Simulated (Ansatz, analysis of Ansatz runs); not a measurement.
# Interstitial H in bcc Ta, hop from a tetrahedral to the next tetrahedral site: migration barrier, PBE, part 2 of 2

Aim: the migration barrier of interstitial H in bcc Ta, hop from a tetrahedral to the next tetrahedral site, to be set beside the measurement. Set-up: PBE, 32-site cell, PBE lattice, 420 eV, k: the zone centre alone. The model is a cell of 32 host atoms with 1 H put in. The barrier is the energy of the highest image of a climbing band over the relaxed site that the atom leaves.

Ansatz 0.2.0; PBE, 32-site cell, PBE lattice, 420 eV, k: the zone centre alone.

So far: Starting point; Relaxation, charge 0.

**4. Nudged elastic band**

A band of images joins the two ends; its highest image climbs to the saddle, whose energy over the site left is the barrier.

This step: plane-wave PAW DFT, PBE; nudged elastic band between two relaxed defect structures at fixed charge.

The input, neb/input.yaml:

```yaml
crystal:
  lattice:
    - [0.0, 6.64119614, 6.64119614]
    - [6.64119614, 0.0, 6.64119614]
    - [6.64119614, 6.64119614, 0.0]
  atoms:
    - { symbol: Ta, position: [-0.00180869, 2.3132e-05, -2.3132e-05] }
    - { symbol: Ta, position: [0.125551878, 0.125120583, 0.12550136] }
    - { symbol: Ta, position: [0.248826179, 0.250551878, 0.250120583] }
    - { symbol: Ta, position: [0.376991922, 0.373008078, 0.36816583] }
    - { symbol: Ta, position: [0.000120583, 0.00050136, 0.498826179] }
    - { symbol: Ta, position: [0.125106556, 0.124260508, 0.626181629] }
    - { symbol: Ta, position: [0.248008078, 0.24316583, 0.75683417] }
    - { symbol: Ta, position: [0.376021901, 0.373978099, 0.878405061] }
    - { symbol: Ta, position: [-0.000739492, 0.501181629, -0.000548694] }
    - { symbol: Ta, position: [0.124066411, 0.625933589, 0.124961994] }
    - { symbol: Ta, position: [0.248978099, 0.753405061, 0.246594939] }
    - { symbol: Ta, position: [0.376181629, 0.874451306, 0.375106556] }
    - { symbol: Ta, position: [-0.003405061, 0.501021901, 0.498978099] }
    - { symbol: Ta, position: [0.11816583, 0.63183417, 0.626991922] }
    - { symbol: Ta, position: [0.248818371, 0.750739492, 0.749893444] }
    - { symbol: Ta, position: [0.376173821, 0.87449864, 0.874879417] }
    - { symbol: Ta, position: [0.500933589, -3.8006e-05, 3.8006e-05] }
    - { symbol: Ta, position: [0.62680869, 0.12319131, 0.125023132] }
    - { symbol: Ta, position: [0.749451306, 0.250106556, 0.249260508] }
    - { symbol: Ta, position: [0.87550136, 0.373826179, 0.375551878] }
    - { symbol: Ta, position: [0.499893444, 0.000548694, 0.498818371] }
    - { symbol: Ta, position: [0.628405061, 0.121594939, 0.626021901] }
    - { symbol: Ta, position: [0.750038006, 0.249066411, 0.750933589] }
    - { symbol: Ta, position: [0.875548694, 0.373818371, 0.875739492] }
    - { symbol: Ta, position: [0.499448122, 0.501173821, -0.00050136] }
    - { symbol: Ta, position: [0.625739492, 0.624893444, 0.125548694] }
    - { symbol: Ta, position: [0.749976868, 0.75180869, 0.24819131] }
    - { symbol: Ta, position: [0.874961994, 0.875038006, 0.374066411] }
    - { symbol: Ta, position: [0.50683417, 0.501991922, 0.498008078] }
    - { symbol: Ta, position: [0.624879417, 0.624448122, 0.626173821] }
    - { symbol: Ta, position: [0.74949864, 0.749879417, 0.749448122] }
    - { symbol: Ta, position: [0.875023132, 0.874976868, 0.87680869] }
    - { symbol: H, position: [0.3125, 0.4375, 0.5625] }
basis:
  ecutwfc: 420
  xc_grid: 2
hamiltonian:
  xc: pbe
kpoints:
  mp_grid: { grid: [1, 1, 1] }
scf:
  occupations: { method: methfessel_paxton, width: 0.1 }
  max_iter: 80
output:
  forces: true
neb:
  images: 3
  f_tol: 0.04
  climbing: true
  initial_path: idpp
  max_iterations: 45
  order_check: false
  final_atoms:
    - { symbol: Ta, position: [-0.000755804, 3.7872e-05, -3.7872e-05] }
    - { symbol: Ta, position: [0.124003488, 0.125195935, 0.125425881] }
[... 1 atom line left out ...]
    - { symbol: Ta, position: [0.382011105, 0.373083509, 0.368090512] }
[... 2 atom lines left out ...]
    - { symbol: Ta, position: [0.252169576, 0.24324198, 0.75675802] }
    - { symbol: Ta, position: [0.375070458, 0.373893855, 0.87566421] }
    - { symbol: Ta, position: [0.000284244, 0.501257613, -0.000624562] }
[... 1 atom line left out ...]
    - { symbol: Ta, position: [0.251199627, 0.753480806, 0.246519194] }
[... 1 atom line left out ...]
    - { symbol: Ta, position: [-0.006656403, 0.502067959, 0.497932041] }
    - { symbol: Ta, position: [0.123185126, 0.631909488, 0.626916491] }
[... 4 atom lines left out ...]
    - { symbol: Ta, position: [0.750678966, 0.250627781, 0.250044467] }
[... 1 atom line left out ...]
    - { symbol: Ta, position: [0.500917295, 0.000624562, 0.498742387] }
    - { symbol: Ta, position: [0.624628523, 0.12433579, 0.626106145] }
[... 6 atom lines left out ...]
    - { symbol: Ta, position: [0.503582423, 0.50109801, 0.49890199] }
[... 3 atom lines left out ...]
    - { symbol: H, position: [0.187677351, 0.437575734, 0.562424266] }
```

Run with:

```
> ansatz run input.yaml --threads 4 --pin off --max-ram 14131MiB --backend cpu --events-out ev --progress --plain --runs-dir out
```

Numbers of over 12 decimals in the logs are rounded to 6 here.

What it wrote:

```text
[...]
Warning: neb: disabling space-group detection — the band's intermediate images generally break the endpoint symmetry, so no spatial operation reduces the k-mesh or symmetrises the density, except that a semilocal band can use its path's symmetry ahead of [...]
[...]
parallel-image band execution: 3 concurrent image workers
NEB image 0
Crystal: 33 atoms, lattice volume = 585.826 Å³
Basis set: ecut = 420 eV, 11575 PW (Γ), exchange–correlation on 128×128×128 points (8 copies of the dense FFT grid, shifted against one another)
Bands: 251, of which v1, the nominal top of the filled ones, is band 209 counted from 1 (208 counted from 0)
Symmetry: 1 space group operations
k-points: 1
[...]
SCF iter   1: F=—  HF=-317863.819696 eV  |F-HF|=—  |Δ(HF+E_count)|=         —  Δρ=6.61e-3  dr2=1.42e-1  ethr=1.77e-3  ⟨swp⟩=15.0  Hψ=1475  notcnv=0
[...]
SCF iter   6: F=-317863.814833 eV  HF=-317863.814833 eV  |F-HF|=4.06e-8  |Δ(HF+E_count)|=   2.84e-7  S|Δr|=    0.00e0  Δρ=3.40e-6  dr2=7.95e-8  ethr=2.40e-11  ⟨swp⟩=5.0  Hψ=802  notcnv=0
SCF 1 converged in 6 iterations: F = -317863.814833 eV  dr2 = 7.95e-8
[...]
NEB image 4
SCF iter   1: F=—  HF=-317863.819658 eV  |F-HF|=—  |Δ(HF+E_count)|=         —  Δρ=6.61e-3  dr2=1.42e-1  ethr=1.77e-3  ⟨swp⟩=15.0  Hψ=1452  notcnv=0
[...]
SCF iter   6: F=-317863.814834 eV  HF=-317863.814834 eV  |F-HF|=4.00e-8  |Δ(HF+E_count)|=   2.81e-7  S|Δr|=    0.00e0  Δρ=3.40e-6  dr2=7.89e-8  ethr=2.40e-11  ⟨swp⟩=5.0  Hψ=802  notcnv=0
SCF 2 converged in 6 iterations: F = -317863.814834 eV  dr2 = 7.89e-8
[...]
NEB end point (image 0): max|allowed force component| = 1.567e-2 eV/Å (the criterion of neb.relax_end_points is 1.000e-2)
NEB end point (image 4): max|allowed force component| = 1.568e-2 eV/Å (the criterion of neb.relax_end_points is 1.000e-2)
NEB image 1
SCF iter   1: F=—  HF=-317863.670684 eV  |F-HF|=—  |Δ(HF+E_count)|=         —  Δρ=6.98e-3  dr2=1.60e-1  ethr=1.77e-3  ⟨swp⟩=15.0  Hψ=1474  notcnv=0
[...]
SCF iter   7: F=-317863.664808 eV  HF=-317863.664808 eV  |F-HF|=3.84e-9  |Δ(HF+E_count)|=   2.70e-8  S|Δr|=    0.00e0  Δρ=7.72e-7  dr2=5.51e-9  ethr=2.40e-11  ⟨swp⟩=4.0  Hψ=725  notcnv=0
SCF 3 converged in 7 iterations: F = -317863.664808 eV  dr2 = 5.51e-9
NEB image 2
SCF iter   1: F=—  HF=-317863.544891 eV  |F-HF|=—  |Δ(HF+E_count)|=         —  Δρ=7.15e-3  dr2=1.74e-1  ethr=1.77e-3  ⟨swp⟩=15.0  Hψ=1482  notcnv=0
[...]
SCF iter   7: F=-317863.536517 eV  HF=-317863.536517 eV  |F-HF|=2.27e-9  |Δ(HF+E_count)|=   3.50e-8  S|Δr|=    0.00e0  Δρ=6.96e-7  dr2=3.65e-9  ethr=2.40e-11  ⟨swp⟩=4.0  Hψ=748  notcnv=0
SCF 4 converged in 7 iterations: F = -317863.536517 eV  dr2 = 3.65e-9
NEB image 3
SCF iter   1: F=—  HF=-317863.670734 eV  |F-HF|=—  |Δ(HF+E_count)|=         —  Δρ=6.98e-3  dr2=1.60e-1  ethr=1.77e-3  ⟨swp⟩=15.0  Hψ=1477  notcnv=0
[...]
SCF iter   7: F=-317863.664809 eV  HF=-317863.664809 eV  |F-HF|=3.84e-9  |Δ(HF+E_count)|=   2.71e-8  S|Δr|=    0.00e0  Δρ=7.77e-7  dr2=5.58e-9  ethr=2.40e-11  ⟨swp⟩=4.0  Hψ=725  notcnv=0
SCF 5 converged in 7 iterations: F = -317863.664809 eV  dr2 = 5.58e-9
NEB iter   1: max|band force component| = 6.251e-1 eV/Å  barrier→ = 0.2783 eV  barrier← = 0.2783 eV  Δτ_max = 0.1927 Å  (33 SCF iters)
NEB image 1
[...]
iter 1 solved again at ethr=5.90e-4 eV; its pass at ethr=3.10e-3 eV (dr2=2.46e0 eV) is discarded
[...]
SCF iter   7: F=-317863.147783 eV  HF=-317863.147783 eV  |F-HF|=7.51e-9  |Δ(HF+E_count)|=   2.83e-8  S|Δr|=    0.00e0  Δρ=1.40e-6  dr2=1.41e-8  ethr=2.40e-11  ⟨swp⟩=4.0  Hψ=754  notcnv=0
SCF 6 converged in 7 iterations: F = -317863.147783 eV  dr2 = 1.41e-8
NEB image 2
[...]
SCF iter   1: F=—  HF=-317863.255717 eV  |F-HF|=—  |Δ(HF+E_count)|=         —  Δρ=1.14e-2  dr2=3.04e0  ethr=6.01e-4  ⟨swp⟩=1.0  Hψ=1300  notcnv=0
eigensolver tolerance schedule calibrated: the retry pair's looser diagonalisation under-reported the residual by θ = 0.18 (0.25/decade); [...]
SCF iter   2: F=—  HF=-317862.968738 eV  |F-HF|=—  |Δ(HF+E_count)|=   2.87e-1  S|Δr|=    0.00e0  Δρ=6.18e-3  dr2=7.65e-1  ethr=1.18e-4  ⟨swp⟩=2.0  Hψ=362  notcnv=0
[...]
SCF iter   7: F=-317862.856937 eV  HF=-317862.856937 eV  |F-HF|=1.06e-8  |Δ(HF+E_count)|=   1.16e-9  S|Δr|=    0.00e0  Δρ=1.47e-6  dr2=1.81e-8  ethr=3.89e-12  ⟨swp⟩=5.0  Hψ=754  notcnv=0
SCF 7 converged in 7 iterations: F = -317862.856937 eV  dr2 = 1.81e-8
NEB image 3
[...]
SCF iter   7: F=-317863.147765 eV  HF=-317863.147765 eV  |F-HF|=8.15e-9  |Δ(HF+E_count)|=   1.77e-8  S|Δr|=    0.00e0  Δρ=1.30e-6  dr2=1.39e-8  ethr=6.00e-12  ⟨swp⟩=4.0  Hψ=754  notcnv=0
SCF 8 converged in 7 iterations: F = -317863.147765 eV  dr2 = 1.39e-8
NEB iter   2: max|band force component| = 2.514e0 eV/Å  barrier→ = 0.9579 eV  barrier← = 0.9579 eV  Δτ_max = 0.0959 Å  (21 SCF iters)
NEB image 1
[...]
SCF iter   7: F=-317863.690543 eV  HF=-317863.690543 eV  |F-HF|=8.91e-9  |Δ(HF+E_count)|=   1.07e-8  S|Δr|=    0.00e0  Δρ=1.35e-6  dr2=1.52e-8  ethr=2.40e-11  ⟨swp⟩=4.0  Hψ=752  notcnv=0
SCF 9 converged in 7 iterations: F = -317863.690543 eV  dr2 = 1.52e-8
NEB image 2
[...]
SCF iter   7: F=-317863.525327 eV  HF=-317863.525327 eV  |F-HF|=1.26e-8  |Δ(HF+E_count)|=   1.71e-8  S|Δr|=    0.00e0  Δρ=1.57e-6  dr2=2.14e-8  ethr=2.40e-11  ⟨swp⟩=4.0  Hψ=752  notcnv=0
SCF 10 converged in 7 iterations: F = -317863.525327 eV  dr2 = 2.14e-8
NEB image 3
[...]
SCF iter   7: F=-317863.690543 eV  HF=-317863.690543 eV  |F-HF|=8.73e-9  |Δ(HF+E_count)|=   1.00e-8  S|Δr|=    0.00e0  Δρ=1.35e-6  dr2=1.49e-8  ethr=2.40e-11  ⟨swp⟩=4.0  Hψ=752  notcnv=0
SCF 11 converged in 7 iterations: F = -317863.690543 eV  dr2 = 1.49e-8
NEB iter   3: max|band force component| = 7.698e-1 eV/Å  barrier→ = 0.2895 eV  barrier← = 0.2895 eV  Δτ_max = 0.0617 Å  (21 SCF iters)
[...]
NEB iter   4: max|band force component| = 2.318e-1 eV/Å  barrier→ = 0.2396 eV  barrier← = 0.2396 eV  CI = image 2  Δτ_max = 0.0266 Å  (18 SCF iters)
NEB image 1
[...]
SCF iter   5: F=-317863.718334 eV  HF=-317863.718334 eV  |F-HF|=2.06e-8  |Δ(HF+E_count)|=   1.18e-7  S|Δr|=    0.00e0  Δρ=2.28e-6  dr2=3.45e-8  ethr=2.40e-11  ⟨swp⟩=5.0  Hψ=852  notcnv=0
SCF 15 converged in 5 iterations: F = -317863.718334 eV  dr2 = 3.45e-8
NEB image 2
[...]
SCF iter   6: F=-317863.621255 eV  HF=-317863.621255 eV  |F-HF|=1.11e-9  |Δ(HF+E_count)|=   1.20e-8  S|Δr|=    0.00e0  Δρ=6.02e-7  dr2=2.34e-9  ethr=1.95e-11  ⟨swp⟩=2.0  Hψ=740  notcnv=0
SCF 16 converged in 6 iterations: F = -317863.621255 eV  dr2 = 2.34e-9
NEB image 3
[...]
SCF iter   5: F=-317863.718334 eV  HF=-317863.718334 eV  |F-HF|=2.00e-8  |Δ(HF+E_count)|=   1.16e-7  S|Δr|=    0.00e0  Δρ=2.27e-6  dr2=3.38e-8  ethr=2.40e-11  ⟨swp⟩=5.0  Hψ=852  notcnv=0
SCF 17 converged in 5 iterations: F = -317863.718334 eV  dr2 = 3.38e-8
NEB image 1
[...]
NEB image 3
[...]
NEB image 2
[...]
NEB iter   5: max|band force component| = 3.923e-2 eV/Å  barrier→ = 0.1936 eV  barrier← = 0.1936 eV  CI = image 2  Δτ_max = 0.0000 Å  (16 SCF iters)
SCF converged after 6 iterations
[...]
Free energy (F): -317863.621255 eV
[...]
Internal energy: -317863.671078 eV  (E = F + TS)
E sigma→0 (E₀):  -317863.633711 eV
Entropy (-TS):   0.049823 eV (1.510 meV/atom)
Fermi energy:    17.541269 eV
[...]
--- Forces (eV/Å), atoms counted from 1 ---
  atom   1  Ta     0.00301004     0.00782433     0.01862525
  atom   2  Ta     0.00833922     0.01005354    -0.01005575
  [... 1 atom left out ...]
  atom   4  Ta    -0.01437408     0.02193853    -0.02193561
  [... 2 atoms left out ...]
  atom   7  Ta     0.00544088     0.03308974    -0.03309263
  atom   8  Ta    -0.00864348     0.02271604     0.00513277
  [... 2 atoms left out ...]
  atom  11  Ta     0.00617033    -0.02071906     0.02071921
  [... 1 atom left out ...]
  atom  13  Ta     0.00520199    -0.01343868     0.02650076
  atom  14  Ta    -0.00666631     0.02462092    -0.02462119
  [... 4 atoms left out ...]
  atom  19  Ta    -0.00244404    -0.00951315     0.01281094
  [... 2 atoms left out ...]
  atom  22  Ta     0.00281537     0.02631154     0.00447410
  [... 6 atoms left out ...]
  atom  29  Ta     0.00520052    -0.02649877     0.01343867
  [... 3 atoms left out ...]
  atom  33  H      0.01893257     0.00683094    -0.00683212
  max |Σ_I F_I| component: 1.88e-6 eV/Å
--- Band table (eV) ---
[...]
this run last wrote the band of iteration 5 to <dir>
--- NEB band (5 images, 5 band iterations, 109 SCF iterations) ---
  forward barrier  = 0.193578 eV
  backward barrier = 0.193579 eV
  lagrangian_above_aufbau_ev (what the smearing adds, to first order; not taken off the barriers): saddle image -0.005082 eV, end points -0.018156 and -0.018144 eV
  climbing image's point = of an order that was not read
  energies are F+E_penalty+E_count in eV, relative to image 0
  image     s (Å)  Δ vs image 0  max|band force component| (eV/Å)
      0    0.0000      0.000000                                 —
      1    0.3046      0.096500                          3.617e-2
  *   2    0.6092      0.193578                          3.923e-2
      3    0.9137      0.096499                          3.617e-2
      4    1.2183     -0.000001                                 —
  climbing-image geometry (image 2):
  cell:  # Å, volume = 585.8264 Å³
    - [0.0, 6.64119614, 6.64119614]
    - [6.64119614, 0.0, 6.64119614]
    - [6.64119614, 6.64119614, 0.0]
  atoms:
    - { symbol: Ta, position: [-0.000709, -5.905532673623884e-5, 9.325172033746912e-5] }
    - { symbol: Ta, position: [0.124532, 0.125416, 0.125698] }
    - { symbol: Ta, position: [0.251032, 0.248868, 0.248795] }
    - { symbol: Ta, position: [0.382980, 0.369172, 0.365045] }
    - { symbol: Ta, position: [-0.000811, 0.001704, 0.500096] }
    - { symbol: Ta, position: [0.125431, 0.124141, 0.625719] }
    - { symbol: Ta, position: [0.250057, 0.243449, 0.756616] }
    - { symbol: Ta, position: [0.374711, 0.374314, 0.875732] }
    - { symbol: Ta, position: [-0.001136, 0.501563, 0.000885] }
    - { symbol: Ta, position: [0.124760, 0.624492, 0.126224] }
    - { symbol: Ta, position: [0.250053, 0.754425, 0.245645] }
    - { symbol: Ta, position: [0.375372, 0.873718, 0.375572] }
    - { symbol: Ta, position: [-0.003788, 0.499877, 0.500182] }
    - { symbol: Ta, position: [0.117310, 0.634812, 0.630745] }
    - { symbol: Ta, position: [0.249052, 0.751287, 0.751130] }
    - { symbol: Ta, position: [0.375650, 0.874285, 0.874593] }
    - { symbol: Ta, position: [0.500852, -5.902032299071047e-5, 9.322652466153825e-5] }
    - { symbol: Ta, position: [0.627478, 0.121622, 0.123599] }
    - { symbol: Ta, position: [0.751483, 0.248868, 0.248795] }
    - { symbol: Ta, position: [0.874976, 0.374031, 0.376195] }
    - { symbol: Ta, position: [0.501282, -0.000934, 0.498548] }
    - { symbol: Ta, position: [0.624885, 0.124141, 0.625719] }
    - { symbol: Ta, position: [0.750082, 0.248718, 0.751295] }
    - { symbol: Ta, position: [0.875420, 0.374314, 0.875732] }
    - { symbol: Ta, position: [0.500933, 0.500028, -0.001716] }
    - { symbol: Ta, position: [0.624702, 0.624491, 0.126224] }
    - { symbol: Ta, position: [0.750077, 0.750234, 0.249790] }
    - { symbol: Ta, position: [0.875515, 0.873718, 0.375572] }
    - { symbol: Ta, position: [0.503907, 0.499877, 0.500182] }
    - { symbol: Ta, position: [0.625221, 0.623791, 0.625944] }
    - { symbol: Ta, position: [0.748708, 0.751287, 0.751130] }
    - { symbol: Ta, position: [0.872670, 0.876445, 0.878392] }
    - { symbol: H, position: [0.250237, 0.446716, 0.552987] }
```

Wall time 78 s (4 threads of Arm Neoverse V1, shared host); peak memory 1.8 GiB.

Reading the cycles: dr2 is the Hartree energy of the density residual (eV), the measure of convergence; HF is the Harris–Foulkes estimate of the energy, which meets the free energy F at convergence.

The run converged, but on settings that a careful run would not use, so its numbers are not the defect's.

Its highest image lies 0.19 eV above the start.

**5. Outcome**

This set-up is not sound: one k-point for a small metallic cell. For the record: Migration barrier: computed 0.19 eV, measured 0.152 eV; 0.04 eV above the measurement.

[Logs are printed without paths, hosts, clocks, repeated set-up lines and the standing remarks that a program may print on its own settings, such as how far it seeks lower states.]

[Hosts, paths, dates, database ids (printed as entryN), source tags and the programs' standing remarks are cut or masked in the printed files.]

[For some hosts the program warned that the k-mesh of the response run may be too coarse for force constants and the static dielectric constant; such warnings are not shown here.]
